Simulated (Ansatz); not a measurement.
# A frame of liquid HfO2 from 3173 K (207 atoms): geometry optimisation, part 2 of 2

Wanted: the relaxed structure of a frame of liquid HfO2 from 3173 K (207 atoms) and its electronic structure.

Ansatz 0.2.0; Kohn-Sham DFT, RPBE, PAW (set soft_2), plane waves.

The cell: 69 Hf and 138 O. The network of bonds at the start is that of the classical potential that made the cell. Sampling is at Γ alone, for a cell whose shortest periodic width is 14 Å. Spin–orbit coupling is left out.

So far. Step 2 (Single point at the start): Neighbours are counted within 2.82 Å (O-Hf).

## (3) Cell and atoms relaxed (continued)

The steps of the relaxation (22 of 25):

```csv
step,energy less that of the first step (eV),largest force component (eV/Å),pressure (GPa),volume (Å³)
1,0.0000,5.3547,-5.80,2957.34
2,-35.1510,2.4100,-0.25,2822.47
3,-50.0967,1.5180,1.47,2787.42
4,-58.9782,1.1818,0.08,2801.24
6,-66.0553,0.4976,0.24,2789.28
7,-67.9547,0.4745,0.01,2786.86
8,-69.1563,0.4143,-0.03,2784.00
9,-69.9187,0.4576,0.01,2781.77
10,-70.7334,0.4928,0.03,2781.21
11,-71.5047,0.4984,-0.06,2782.44
12,-72.1843,0.4570,-0.01,2781.90
14,-73.2458,0.3092,0.05,2789.46
15,-73.5960,0.1886,0.05,2795.91
16,-73.8345,0.1406,0.04,2800.11
17,-74.0239,0.1150,0.03,2803.44
18,-74.0437,0.7689,-0.03,2807.48
19,-74.3784,0.4321,-0.01,2807.08
20,-74.6616,0.3262,0.01,2806.57
22,-75.1257,0.4259,0.06,2805.89
23,-75.3424,0.3249,-0.02,2810.02
24,-75.5625,0.2253,-0.04,2814.48
25,-75.7195,0.1562,-0.02,2817.55
```

```csv
cell as run,before,after,change
a (Å),14.354,14.543,+1.3 %
b (Å),14.354,14.062,-2.0 %
c (Å),14.354,13.812,-3.8 %
α (°),90.00,87.74,-2.5 %
β (°),90.00,86.99,-3.3 %
γ (°),90.00,91.28,+1.4 %
volume (Å³/atom),14.29,13.61,-4.7 %
```

The atoms that moved most (Å, as changes of fractional coordinates times the final cell):

```csv
atom,dx,dy,dz,length
O148,-1.234,0.940,-0.980,1.835
O157,-1.029,0.670,-0.699,1.413
O188,-0.260,-1.207,-0.572,1.360
Hf17,0.528,0.693,0.909,1.259
O73,-0.839,0.737,-0.241,1.143
O168,-0.666,0.453,-0.798,1.134
O207,0.684,-0.606,0.658,1.126
O113,-0.683,-0.215,-0.776,1.056
```

The relaxation changed the energy by -366 meV/atom, and atoms moved by 0.63 Å r.m.s., 1.8 Å at most.

## (4) Structure statistics after relaxation

Bonds before and after, by the cutoffs listed below:

```csv
pair,bonds before,bonds after,mean before (Å),mean after (Å),spread before (Å),spread after (Å)
O-Hf,403,425,2.205,2.160,0.199,0.151
```

Density 8.56 g/cm³, 13.61 Å³ an atom.

Pair distribution functions g(r), in bins of 0.2 Å:

```csv
r (Å),total,O-O,O-Hf,Hf-Hf
1.90,0.42,0.00,0.94,0.00
2.10,3.20,0.00,7.20,0.00
2.30,1.00,0.00,2.23,0.00
2.50,0.57,0.95,0.33,0.00
2.70,1.06,2.27,0.13,0.00
2.90,1.00,2.15,0.10,0.00
3.10,0.89,1.79,0.13,0.33
3.30,1.07,1.50,0.32,2.37
3.50,0.84,0.68,0.55,2.62
3.70,0.82,0.68,0.68,1.98
3.90,1.04,0.72,1.04,2.41
4.10,1.19,1.04,1.31,1.27
4.30,1.02,0.88,1.35,0.28
4.50,0.97,0.60,1.48,0.40
4.70,1.07,0.63,1.60,0.71
4.90,1.04,0.92,1.25,0.65
5.10,0.95,0.99,0.97,0.67
5.30,0.98,1.24,0.79,0.69
5.50,1.01,1.23,0.81,0.89
5.70,1.06,1.24,0.88,1.03
5.90,1.03,1.20,0.86,1.07
6.10,0.94,1.04,0.79,1.15
6.30,0.89,0.94,0.76,1.22
6.50,0.98,0.95,0.89,1.48
6.70,1.04,0.93,1.12,1.15
```

Bonds by pair of elements; cutoffs follow the first minimum of g(r), held within bounds set by covalent radii, and pairs that aren't listed don't count as bonded:

```csv
pair A-B,cutoff (Å),bonds,mean length (Å),spread (Å),shortest (Å),B about A,A about B
O-Hf,2.82,425,2.16,0.151,1.92,3.08,6.16
```

How many atoms have how many bonded neighbours:

```csv
element,mean,2,3,4,5,6,7,8
Hf,6.16,0,0,0,7,45,16,1
O,3.08,13,101,24,0,0,0,0
```

Bond angles, per cent of each kind in bins of 5°:

```csv
angle (°),O-Hf-O,Hf-O-Hf
55–60,0.1,0.0
60–65,1.1,0.0
65–70,5.0,0.0
70–75,10.9,0.0
75–80,10.7,0.2
80–85,7.9,1.7
85–90,8.1,1.1
90–95,7.5,5.7
95–100,6.9,12.8
100–105,6.5,16.1
105–110,2.8,13.7
110–115,2.8,7.8
115–120,3.1,6.3
120–125,2.5,6.3
125–130,2.2,7.2
130–135,2.6,3.7
135–140,2.6,6.1
140–145,3.1,3.5
145–150,3.3,2.2
150–155,2.0,2.4
155–160,3.4,1.7
160–165,2.2,0.7
165–170,1.5,0.7
170–175,0.5,0.2
175–180,0.6,0.0
```

Bond angles (no mean is given where the spread exceeds 20°):

```csv
angle,count,mean (°),spread (°)
O-Hf-O,1109,-,-
Hf-O-Hf,460,115,18.5
```

Bond length by coordination (bonds to H left out):

```csv
element,coordination,atoms,mean bond length (Å)
Hf,5,7,2.06
Hf,6,45,2.15
Hf,7,16,2.21
Hf,8,1,2.26
O,2,13,1.98
O,3,101,2.14
O,4,24,2.27
```

First main peaks of g(r), for some of the pairs, lie near 2.8 Å (O-O) and 2.1 Å (O-Hf). Counting bonds as in the table, 65 % of Hf atoms have 6 and 73 % of O atoms have 3 bonded neighbours. Bonds at O atoms with 2 neighbours average 1.98 Å, against 2.27 Å at those with 4.

## (5) Results

```json
{
  "energy change in the relaxation": "-365.8 meV/atom",
  "r.m.s. displacement": "0.631 Å",
  "largest displacement": "1.835 Å",
  "wall time of the 2 DFT runs": "58 min"
}
```

Relaxation lowers the energy by 366 meV/atom and moves atoms by 0.63 Å r.m.s. Displacements are taken in the final cell, so they leave out its strain. By the final cutoffs 26 of 403 bonded pairs parted and 48 joined. The relaxation stopped at its limit, so this isn't yet a minimum. The cell shrank by 4.7 % in volume. First to last step the energy falls by 75.720 eV; the largest move, 1.83 Å, is that of O148. The relaxation was not finished: the largest force component stood at 0.16 eV/Å. The O-Hf bonds go from 2.205 Å (spread 0.199) to 2.160 Å (spread 0.151), and their number from 403 to 425. Counting bonds as in the table, 65 % of Hf atoms have 6 and 73 % of O atoms have 3 bonded neighbours.

What to keep in mind: The force components of 1.5 eV/Å r.m.s. come partly from thermal motion and partly from the difference between the classical potential and DFT. The starting topology of bonds comes from the classical model; in DFT 26 of its 403 bonded pairs passed out of the cutoffs and 48 came within them. The pressure of -5.8 GPa is that of one thermal frame at a volume set beforehand, without the kinetic term.

[Logs are printed without paths, hosts, clocks, repeated set-up lines and the standing remarks that a program may print on its own settings, such as how far it seeks lower states.]

[Hosts, paths, dates, database ids (printed as entryN), source tags and the programs' standing remarks are cut or masked in the printed files.]
